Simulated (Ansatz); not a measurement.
## N on Mo(110): change of the work function

How does N on the hollow site change the work function of Mo(110) as the layer fills?

Program: Ansatz 0.2.0. Level of theory: plane-wave DFT, PBE, Ansatz PAW. Values are calculated unless marked as measured.

**1. Starting point**

The cell holds 4 atoms: 4 Mo. Its edges and angles: a = 2.728 Å, b = 2.728 Å, c = 24.682 Å, α = 90.0°, β = 90.0°, γ = 70.5°. Vacuum lies along c.

**2. The clean slab**

The bare slab comes first, as the zero from which every change is counted. The two lowest layers are held at bulk places and the upper ones relax. The dipole correction removes the false field that a one-sided slab makes across the periodic vacuum, so each face gets a flat vacuum level of its own.

input.yaml

```yaml
crystal:
  lattice:
    - [2.2273863607, -1.575, 0.0]
    - [2.2273863607, 1.575, 0.0]
    - [0.0, 0.0, 24.6821590822]
  atoms:
    - { symbol: Mo, position: [0.0, 0.0, 0.3646358477] }
    - { symbol: Mo, position: [0.5, 0.5, 0.4548786159] }
    - { symbol: Mo, position: [0.0, 0.0, 0.5451213841] }
    - { symbol: Mo, position: [0.5, 0.5, 0.6353641523] }
kpoints:
  mp_grid: { grid: [12, 12, 1] }
hamiltonian:
  xc: pbe
scf:
  occupations: { method: fermi_dirac, width: 0.1 }
  convergence: { dr2_threshold: 1.0e-08 }
efield:
  axis: 3
  dipole_correction: true
  ramp_position: 0.97
  ramp_width: 0.06
relax:
  f_tol: 0.02
  max_steps: 60
  constraints: [{ sites: [0, 1] }]
output:
  write_potential: true
  write_density: true
  volumetric_format: npy
```

Command:

```
ansatz run input.yaml --threads 4 --pin off --max-ram 16384MiB --backend cpu --events-out ev --progress --plain --runs-dir out
```

What it wrote:

```text
Engine: ansatz 0.2.0, x86_64-unknown-linux-gnu
Pseudopotentials: kind: paw
Pseudopotential: Mo, paw, valence charge 14, recommended cutoff 420 eV (normal), Mo.paw.azcp
Functional definition: PBE
  parameter kappa = 0.804
  parameter beta = 0.066725
  exchange = pbe_x(kappa = kappa, mu = beta*pi^2/3)
  correlation = pbe_c(beta = beta)
Crystal: 4 atoms, lattice volume = 173.177 Å³
Basis set: ecut = 420 eV, 3445 PW (Γ), exchange–correlation on 40×40×360 points (8 copies of the dense FFT grid, shifted against one another)
Bands: 34, of which v1, the nominal top of the filled ones, is band 28 counted from 1 (27 counted from 0)
Symmetry: 4 space group operations
k-points: 43 of 144
Non-local potential: Mo, projectors of the file, l = 0: 3, l = 1: 2, l = 2: 2, l = 3: 1
PAW form: soft (Blöchl's): semilocal exchange-correlation on the pseudo side does not see the compensation charge
PAW one-centre angular grid: Mo, 590 points (default); XC on 64 Gauss nodes
Initial density: superposition of atomic densities (neutral atoms: chi_scale 0, normalization atom), corrected by the library's trained network
Initial wavefunctions: pseudopotential atomic-orbital guess
Functional: x = pbe(κ = 0.804, μ = 0.219515), c = pbe(β = 0.066725)
SCF iter   1: F=—  HF=-19821.647128 eV  |F-HF|=—  |Δ(HF+E_count)|=         —  Δρ=3.78e-3  dr2=1.40e-1  ethr=1.77e-3  p=0.000 e·Å  D=7.50e-14 V/Å  ΔV_dip=-0.00 eV  dr2_dipole=1.17e-6  V_vac-E_F(+/−)=4.86/4.86 eV  ⟨swp⟩=8.9  Hψ=15645  notcnv=0  defer=5
efield: sawtooth ramp at fractional position 0.9700 (set: `efield.ramp_position`, or a place that a band, a saddle search or an elastic batch's reference lends), width 0.0600; the density the first Hamiltonian is built on has a dipole p = 0.000 e·Å; the dipole correction subtracts the counter field D = 7.50e-14 V/Å, which shifts the + side's vacuum level by -0.00 eV against the − side's; the planar-averaged density in the ramp window peaks in size at 1.4e-5 e/Å³
automatic band count: the SCF goes on with 40 bands, as 34 were too few: the levels above may hold too much charge
preconditioner: auto → LDOS  [metal: Δε(μ)=0.026 eV  Ē_g=5.170 eV  σ=0.100 eV  W_gap=0.07  n_scr=16 (ndim 8)  ℏωp=13.8 eV  f_vac=0.563  D(μ)=3.57/eV (n_scr^D=14)  β→1.0]
SCF iter   2: F=—  HF=-19821.643443 eV  |F-HF|=—  |Δ(HF+E_count)|=   3.68e-3  Δρ=1.93e-3  dr2=1.96e-2  ethr=2.50e-4  p=0.000 e·Å  D=4.93e-6 V/Å  ΔV_dip=-0.00 eV  dr2_dipole=1.04e-6  V_vac-E_F(+/−)=4.70/4.70 eV  ⟨swp⟩=2.1  Hψ=2763  notcnv=0  defer=21
SCF iter   3: F=—  HF=-19821.641430 eV  |F-HF|=—  |Δ(HF+E_count)|=   2.01e-3  Δρ=5.02e-4  dr2=1.45e-3  ethr=3.50e-5  p=0.000 e·Å  D=3.70e-6 V/Å  ΔV_dip=-0.00 eV  dr2_dipole=1.26e-7  V_vac-E_F(+/−)=4.72/4.72 eV  ⟨swp⟩=2.2  Hψ=2388  notcnv=0  defer=21
SCF iter   4: F=—  HF=-19821.641193 eV  |F-HF|=—  |Δ(HF+E_count)|=   2.36e-4  Δρ=1.36e-4  dr2=7.48e-5  ethr=2.60e-6  p=0.000 e·Å  D=1.73e-6 V/Å  ΔV_dip=-0.00 eV  dr2_dipole=3.26e-8  V_vac-E_F(+/−)=4.71/4.71 eV  ⟨swp⟩=3.0  Hψ=2598  notcnv=0  defer=21
SCF iter   5: F=—  HF=-19821.641220 eV  |F-HF|=—  |Δ(HF+E_count)|=   2.67e-5  Δρ=3.96e-5  dr2=6.14e-6  ethr=1.34e-7  p=0.000 e·Å  D=1.82e-7 V/Å  ΔV_dip=-0.00 eV  dr2_dipole=7.77e-10  V_vac-E_F(+/−)=4.70/4.70 eV  ⟨swp⟩=2.6  Hψ=2473  notcnv=0  defer=21
SCF iter   6: F=—  HF=-19821.641292 eV  |F-HF|=—  |Δ(HF+E_count)|=   7.22e-5  Δρ=1.55e-5  dr2=8.69e-7  ethr=1.10e-8  p=-0.000 e·Å  D=-1.05e-7 V/Å  ΔV_dip=0.00 eV  dr2_dipole=1.77e-12  V_vac-E_F(+/−)=4.70/4.70 eV  ⟨swp⟩=2.1  Hψ=2399  notcnv=0  defer=21
SCF iter   7: F=—  HF=-19821.641293 eV  |F-HF|=—  |Δ(HF+E_count)|=   4.78e-7  Δρ=4.02e-6  dr2=7.38e-8  ethr=1.55e-9  p=-0.000 e·Å  D=-1.31e-7 V/Å  ΔV_dip=0.00 eV  dr2_dipole=4.10e-11  V_vac-E_F(+/−)=4.69/4.69 eV  ⟨swp⟩=2.1  Hψ=2305  notcnv=0  defer=21
SCF iter   8: F=-19821.641293 eV  HF=-19821.641293 eV  |F-HF|=4.30e-9  |Δ(HF+E_count)|=   8.38e-8  Δρ=1.48e-6  dr2=6.64e-9  ethr=1.79e-11  p=-0.000 e·Å  D=-2.67e-8 V/Å  ΔV_dip=0.00 eV  dr2_dipole=1.31e-12  V_vac-E_F(+/−)=4.69/4.69 eV  ⟨swp⟩=10.7  Hψ=11449  notcnv=0
SCF 1 converged in 8 iterations: F = -19821.641293 eV  dr2 = 6.64e-9
  greatest PAW one-centre occupation: 0.998 electrons in one spin orbital (limit 2), on the Mo atom at site 3 (counted from 0), in its partial waves of l = 0
relax step   1: F+E_penalty+E_count = -19821.64129266 eV  Δ(F+E_penalty+E_count) = +0.000e0 eV  max|allowed force component| = 6.071e-1 eV/Å  Δτ_max = 0.0000 Å  (8 SCF iters, accepted)
Bands: 40, of which v1, the nominal top of the filled ones, is band 28 counted from 1 (27 counted from 0)
Initial density: handed on by an earlier stage of this run
Initial wavefunctions: those handed on with the density
iter 1 solved again at ethr=6.81e-4 eV; its pass at ethr=3.10e-3 eV (dr2=3.81e-1 eV) is discarded
SCF iter   1: F=—  HF=-19821.655302 eV  |F-HF|=—  |Δ(HF+E_count)|=         —  Δρ=9.01e-3  dr2=3.79e-1  ethr=6.81e-4  p=0.000 e·Å  D=7.09e-7 V/Å  ΔV_dip=-0.00 eV  dr2_dipole=2.16e-3  V_vac-E_F(+/−)=4.71/4.71 eV  ⟨swp⟩=1.6  Hψ=6582  notcnv=0  defer=26
efield: sawtooth ramp at fractional position 0.9700 (set: `efield.ramp_position`, or a place that a band, a saddle search or an elastic batch's reference lends), width 0.0600; the density the first Hamiltonian is built on has a dipole p = 0.000 e·Å; the dipole correction subtracts the counter field D = 7.09e-7 V/Å, which shifts the + side's vacuum level by -0.00 eV against the − side's; the planar-averaged density in the ramp window peaks in size at 3.6e-6 e/Å³
preconditioner: auto → LDOS  [metal: Δε(μ)=0.032 eV  Ē_g=5.280 eV  σ=0.100 eV  W_gap=0.08  n_scr=16 (ndim 8)  ℏωp=13.8 eV  f_vac=0.569  D(μ)=3.64/eV (n_scr^D=14)  β→1.0]
SCF iter   2: F=—  HF=-19821.637647 eV  |F-HF|=—  |Δ(HF+E_count)|=   1.77e-2  Δρ=4.01e-3  dr2=1.08e-1  ethr=6.78e-4  p=0.007 e·Å  D=7.44e-3 V/Å  ΔV_dip=-0.18 eV  dr2_dipole=1.22e-3  V_vac-E_F(+/−)=4.51/4.69 eV  ⟨swp⟩=2.3  Hψ=2710  notcnv=0  defer=26
SCF iter   3: F=—  HF=-19821.629265 eV  |F-HF|=—  |Δ(HF+E_count)|=   8.38e-3  Δρ=1.79e-3  dr2=1.82e-2  ethr=1.92e-4  p=0.006 e·Å  D=6.37e-3 V/Å  ΔV_dip=-0.16 eV  dr2_dipole=2.87e-4  V_vac-E_F(+/−)=4.55/4.71 eV  ⟨swp⟩=2.4  Hψ=3010  notcnv=0  defer=26
SCF iter   4: F=—  HF=-19821.625519 eV  |F-HF|=—  |Δ(HF+E_count)|=   3.75e-3  Δρ=4.20e-4  dr2=7.00e-4  ethr=3.26e-5  p=0.007 e·Å  D=7.29e-3 V/Å  ΔV_dip=-0.18 eV  dr2_dipole=1.75e-5  V_vac-E_F(+/−)=4.52/4.70 eV  ⟨swp⟩=3.0  Hψ=2790  notcnv=0  defer=26
[...]
preconditioner: auto → LDOS  [metal: Δε(μ)=0.017 eV  Ē_g=5.205 eV  σ=0.100 eV  W_gap=0.04  n_scr=16 (ndim 8)  ℏωp=13.8 eV  f_vac=0.567  D(μ)=3.42/eV (n_scr^D=14)  β→1.0]
SCF iter   2: F=—  HF=-19821.665867 eV  |F-HF|=—  |Δ(HF+E_count)|=   3.93e-3  Δρ=2.32e-3  dr2=4.41e-2  ethr=1.98e-4  p=0.006 e·Å  D=6.20e-3 V/Å  ΔV_dip=-0.15 eV  dr2_dipole=3.08e-3  V_vac-E_F(+/−)=4.55/4.71 eV  ⟨swp⟩=2.0  Hψ=2819  notcnv=0  defer=26
SCF iter   3: F=—  HF=-19821.662929 eV  |F-HF|=—  |Δ(HF+E_count)|=   2.94e-3  Δρ=8.29e-4  dr2=4.40e-3  ethr=7.87e-5  p=0.006 e·Å  D=6.03e-3 V/Å  ΔV_dip=-0.15 eV  dr2_dipole=6.38e-4  V_vac-E_F(+/−)=4.55/4.70 eV  ⟨swp⟩=2.0  Hψ=2289  notcnv=0  defer=26
SCF iter   4: F=—  HF=-19821.662282 eV  |F-HF|=—  |Δ(HF+E_count)|=   6.47e-4  Δρ=2.74e-4  dr2=4.17e-4  ethr=7.86e-6  p=0.005 e·Å  D=5.32e-3 V/Å  ΔV_dip=-0.13 eV  dr2_dipole=6.02e-5  V_vac-E_F(+/−)=4.57/4.70 eV  ⟨swp⟩=3.5  Hψ=3103  notcnv=0  defer=26
SCF iter   5: F=—  HF=-19821.662248 eV  |F-HF|=—  |Δ(HF+E_count)|=   3.36e-5  Δρ=7.82e-5  dr2=1.95e-5  ethr=7.44e-7  p=0.005 e·Å  D=5.03e-3 V/Å  ΔV_dip=-0.12 eV  dr2_dipole=1.52e-6  V_vac-E_F(+/−)=4.57/4.70 eV  ⟨swp⟩=2.5  Hψ=2528  notcnv=0  defer=26
SCF iter   6: F=—  HF=-19821.662251 eV  |F-HF|=—  |Δ(HF+E_count)|=   3.15e-6  Δρ=2.97e-5  dr2=1.83e-6  ethr=3.48e-8  p=0.005 e·Å  D=4.92e-3 V/Å  ΔV_dip=-0.12 eV  dr2_dipole=5.98e-9  V_vac-E_F(+/−)=4.57/4.70 eV  ⟨swp⟩=2.1  Hψ=2353  notcnv=0  defer=26
SCF iter   7: F=—  HF=-19821.662328 eV  |F-HF|=—  |Δ(HF+E_count)|=   7.66e-5  Δρ=1.27e-5  dr2=5.22e-7  ethr=3.28e-9  p=0.005 e·Å  D=4.84e-3 V/Å  ΔV_dip=-0.12 eV  dr2_dipole=2.77e-8  V_vac-E_F(+/−)=4.58/4.70 eV  ⟨swp⟩=2.2  Hψ=2457  notcnv=0  defer=26
SCF iter   8: F=—  HF=-19821.662328 eV  |F-HF|=—  |Δ(HF+E_count)|=   8.19e-8  Δρ=2.77e-6  dr2=3.19e-8  ethr=9.32e-10  p=0.005 e·Å  D=4.83e-3 V/Å  ΔV_dip=-0.12 eV  dr2_dipole=1.57e-9  V_vac-E_F(+/−)=4.58/4.70 eV  ⟨swp⟩=2.8  Hψ=3060  notcnv=0  defer=26
SCF iter   9: F=-19821.662328 eV  HF=-19821.662328 eV  |F-HF|=6.72e-9  |Δ(HF+E_count)|=   1.90e-8  Δρ=8.01e-7  dr2=1.26e-9  ethr=1.79e-11  p=0.005 e·Å  D=4.82e-3 V/Å  ΔV_dip=-0.12 eV  dr2_dipole=9.56e-14  V_vac-E_F(+/−)=4.58/4.70 eV  ⟨swp⟩=10.0  Hψ=11113  notcnv=0
SCF 3 converged in 9 iterations: F = -19821.662328 eV  dr2 = 1.26e-9
relax step   3: F+E_penalty+E_count = -19821.66232783 eV  Δ(F+E_penalty+E_count) = -2.104e-2 eV  max|allowed force component| = 1.718e-1 eV/Å  Δτ_max = 0.0695 Å  (9 SCF iters, accepted)
SCF iter   1: F=—  HF=-19821.663912 eV  |F-HF|=—  |Δ(HF+E_count)|=         —  Δρ=8.39e-4  dr2=3.50e-3  ethr=6.23e-5  p=0.005 e·Å  D=4.82e-3 V/Å  ΔV_dip=-0.12 eV  dr2_dipole=1.17e-4  V_vac-E_F(+/−)=4.57/4.69 eV  ⟨swp⟩=2.4  Hψ=3395  notcnv=0  defer=26
efield: sawtooth ramp at fractional position 0.9700 (set: `efield.ramp_position`, or a place that a band, a saddle search or an elastic batch's reference lends), width 0.0600; the density the first Hamiltonian is built on has a dipole p = 0.005 e·Å; the dipole correction subtracts the counter field D = 4.82e-3 V/Å, which shifts the + side's vacuum level by -0.12 eV against the − side's; the planar-averaged density in the ramp window peaks in size at 4.2e-6 e/Å³
preconditioner: auto → LDOS  [metal: Δε(μ)=0.010 eV  Ē_g=5.198 eV  σ=0.100 eV  W_gap=0.02  n_scr=16 (ndim 8)  ℏωp=13.8 eV  f_vac=0.567  D(μ)=3.47/eV (n_scr^D=14)  β→1.0]
SCF iter   2: F=—  HF=-19821.663776 eV  |F-HF|=—  |Δ(HF+E_count)|=   1.36e-4  Δρ=4.26e-4  dr2=1.37e-3  ethr=6.24e-6  p=0.004 e·Å  D=4.06e-3 V/Å  ΔV_dip=-0.10 eV  dr2_dipole=2.10e-5  V_vac-E_F(+/−)=4.60/4.70 eV  ⟨swp⟩=2.0  Hψ=2569  notcnv=0  defer=26
SCF iter   3: F=—  HF=-19821.663681 eV  |F-HF|=—  |Δ(HF+E_count)|=   9.52e-5  Δρ=1.70e-4  dr2=1.67e-4  ethr=2.44e-6  p=0.004 e·Å  D=4.18e-3 V/Å  ΔV_dip=-0.10 eV  dr2_dipole=3.14e-6  V_vac-E_F(+/−)=4.59/4.69 eV  ⟨swp⟩=2.0  Hψ=2242  notcnv=0  defer=26
SCF iter   4: F=—  HF=-19821.663647 eV  |F-HF|=—  |Δ(HF+E_count)|=   3.41e-5  Δρ=4.02e-5  dr2=5.53e-6  ethr=2.98e-7  p=0.004 e·Å  D=4.07e-3 V/Å  ΔV_dip=-0.10 eV  dr2_dipole=5.62e-7  V_vac-E_F(+/−)=4.60/4.70 eV  ⟨swp⟩=3.4  Hψ=3040  notcnv=0  defer=26
SCF iter   5: F=—  HF=-19821.663725 eV  |F-HF|=—  |Δ(HF+E_count)|=   7.80e-5  Δρ=1.23e-5  dr2=5.70e-7  ethr=9.88e-9  p=0.004 e·Å  D=3.99e-3 V/Å  ΔV_dip=-0.10 eV  dr2_dipole=4.18e-8  V_vac-E_F(+/−)=4.60/4.70 eV  ⟨swp⟩=2.7  Hψ=2634  notcnv=0  defer=26
SCF iter   6: F=—  HF=-19821.663725 eV  |F-HF|=—  |Δ(HF+E_count)|=   2.10e-7  Δρ=3.79e-6  dr2=5.80e-8  ethr=1.02e-9  p=0.004 e·Å  D=3.95e-3 V/Å  ΔV_dip=-0.10 eV  dr2_dipole=2.24e-9  V_vac-E_F(+/−)=4.60/4.70 eV  ⟨swp⟩=2.3  Hψ=2357  notcnv=0  defer=26
SCF iter   7: F=-19821.663725 eV  HF=-19821.663725 eV  |F-HF|=3.80e-9  |Δ(HF+E_count)|=   3.94e-8  Δρ=1.57e-6  dr2=8.57e-9  ethr=1.79e-11  p=0.004 e·Å  D=3.94e-3 V/Å  ΔV_dip=-0.10 eV  dr2_dipole=2.62e-10  V_vac-E_F(+/−)=4.60/4.70 eV  ⟨swp⟩=10.8  Hψ=11544  notcnv=0
SCF 4 converged in 7 iterations: F = -19821.663725 eV  dr2 = 8.57e-9
relax step   4: F+E_penalty+E_count = -19821.66372504 eV  Δ(F+E_penalty+E_count) = -1.397e-3 eV  max|allowed force component| = 6.160e-3 eV/Å  Δτ_max = 0.0105 Å  (7 SCF iters, accepted)
NSCF: frozen V_eff on 43 k-points
the band table was solved once a step of the walk had ended and its energy, with any forces and stress, was formed, with the checks that follow a solve (8316 applications of the Hamiltonian). They found nothing against the state; the energy, forces and stress were not computed again (output.eigenvalues in the input reference)
SCF converged after 7 iterations
Free energy (F): -19821.663725 eV
Harris-Foulkes:  -19821.663725 eV  (|F-HF|=3.80e-9)
Internal energy: -19821.546906 eV  (E = F + TS)
E sigma→0 (E₀):  -19821.605316 eV
Entropy (-TS):   -0.116819 eV (-29.205 meV/atom)
Fermi energy:    4.749028 eV
Dipole field:    D = 0.003959 V/Å  (p = 0.003789 e·Å, saw-weighted, corrected)
Work function:   Φ+ = 4.5981 eV   Φ− = 4.6959 eV
Levels:          The Fermi level and band energies are counted from a zero that moves with the ramp; work functions are not
--- Per-component energies (eV) ---
  E_band       = -1128.803094
  E_kinetic    = 1758.636076
  E_local      = -73076.344845  (includes V_loc(G=0)·N_el)
  E_nonlocal   = 573.008625
  E_hartree    = 35551.714926
  E_xc         = -730.509318
  E_vxc        = -911.323818  (∫ρ·V_xc dr)
  E_paw        = -12805.328642  (= ΣΔE_a)
  E_vpaw       = -576.218628  (= ΣTr[D̂ρ^β])
  E_aug_tail   = 0.000170  (compensation charges beyond the density's cutoff)
  E_efield     = 0.000008  (sawtooth field / dipole correction)
  E_vefield    = 0.002053  (∫n·V_field dr)
  E_ewald      = 28907.276095
  E_smearing   = -0.116819  (= −TS)
  E_closure    = -0.000000  (closes the sum)
  Σ components = -19821.663725   (vs F -19821.663725, Δ=0.00e0)
--- Forces (eV/Å), atoms counted from 1 ---
  atom   1  Mo     0.00000000     0.00000000     0.48968384
  atom   2  Mo     0.00000000    -0.00000000    -0.48732687
  atom   3  Mo     0.00000000    -0.00000000    -0.00616013
  atom   4  Mo     0.00000000     0.00000000     0.00374753
  max |Σ_I F_I| component: 5.56e-5 eV/Å
--- Band table (eV; the first three rows and the last of 43) ---
  k-point 0: bands = [... 24 lower, 3.2679, 3.3587, 3.5222, 3.7666, 4.8655, 5.1015, 5.8499, 5.9160, ... 8 higher]
  k-point 1: bands = [... 24 lower, 3.1262, 3.2374, 3.5562, 3.9741, 4.5550, 5.1890, 5.4643, 5.7715, ... 8 higher]
  k-point 2: bands = [... 24 lower, 2.9540, 3.0742, 3.7021, 3.9784, 4.4501, 4.6794, 5.6510, 5.7078, ... 8 higher]
  k-point 42: bands = [... 24 lower, 3.2412, 5.2680, 5.2859, 5.5507, 5.7353, 6.1980, 7.4154, 7.7054, ... 8 higher]
--- Relaxed structure (4 steps of the walk, 3 accepted, 0 SCFs on fresh bases) ---
  F+E_penalty+E_count = -19821.66372504 eV   max|allowed force component| = 6.160e-3 eV/Å
  atoms:
    - { symbol: Mo, position: [0.0, 0.0, 0.364636] }
    - { symbol: Mo, position: [0.500000, 0.500000, 0.454879] }
    - { symbol: Mo, position: [-3.918101e-19, 3.918101e-19, 0.546022] }
    - { symbol: Mo, position: [0.500000, 0.500000, 0.632974] }
```

Elapsed: 16 s, on 4 threads of AMD EPYC 7R13 (Zen 3), shared host; peak memory 0.67 GiB.

Reading the cycles: dr2 is the Hartree energy of the density residual (eV), the measure of convergence; HF is the Harris–Foulkes estimate of the energy, which meets the free energy F at convergence.

The steps of the relaxation:

```tsv
step	energy less that of the first step (eV)	largest force component (eV/Å)
1	0.0000	0.6071
2	0.0156	0.8030
3	-0.0210	0.1718
4	-0.0224	0.0062
```

Relaxation step 2 was tried and not accepted.

Forces are held to the 4 operations that the program found; a distortion that breaks them can't arise in this run.

The atoms that moved most (Å):

```tsv
atom	dx	dy	dz	length
Mo4	0.000	0.000	-0.059	0.059
Mo3	0.000	0.000	0.022	0.022
```

Final coordinates:

```cif
data_structure
_symmetry_space_group_name_H-M 'P 1'
_symmetry_Int_Tables_number 1
_cell_length_a 2.7280
_cell_length_b 2.7280
_cell_length_c 24.6822
_cell_angle_alpha 90.000
_cell_angle_beta 90.000
_cell_angle_gamma 70.529
_cell_volume 173.18
loop_
_atom_site_label
_atom_site_type_symbol
_atom_site_fract_x
_atom_site_fract_y
_atom_site_fract_z
_atom_site_occupancy
Mo1 Mo 0.00000 0.00000 0.36464 1
Mo2 Mo 0.50000 0.50000 0.45488 1
Mo3 Mo 0.00000 0.00000 0.54602 1
Mo4 Mo 0.50000 0.50000 0.63297 1
```

Numbers from this step:

* energy at zero smearing: -19821.6053 eV
* work function, upper face: 4.598 eV
* work function, lower face: 4.696 eV
* dipole along the normal: 0.003789 e·Å
* step between the vacuum levels: -0.09772 eV

Running mean over 2.227 Å of the planar mean; the ramp of the sawtooth is left out. Electron's electrostatic potential energy less the Fermi level against z:

```tsv
z (Å)	electron's electrostatic potential energy less the Fermi level (eV)
4	4.69
5	4.68
6	4.55
7	3.21
8	-5.98
9	-12.4
10	-12.7
11	-12.9
12	-12.7
13	-12.8
14	-13.4
15	-13.3
16	-11.5
17	-1.49
18	3.99
19	4.54
20	4.59
21	4.60
```

The relaxation took 4 steps and lowered the energy by 0.022 eV; the largest force on the free atoms ends at 0.0062 eV/Å.

The work function of the upper face is 4.60 eV.

(Continued in part 2 of 4.)

[Long decimals in the printed logs are rounded to 6 places.]

[Logs are printed without paths, hosts, clocks, repeated set-up lines and the standing remarks that a program may print on its own settings, such as how far it seeks lower states.]

[Hosts, paths, dates, database ids (printed as entryN), source tags and the programs' standing remarks are cut or masked in the printed files.]

[Maps of the electrostatic potential energy from Ansatz leave out the sawtooth potential of an applied field or a dipole correction, so their vacuum need not be flat; planar profiles and work functions include it.]
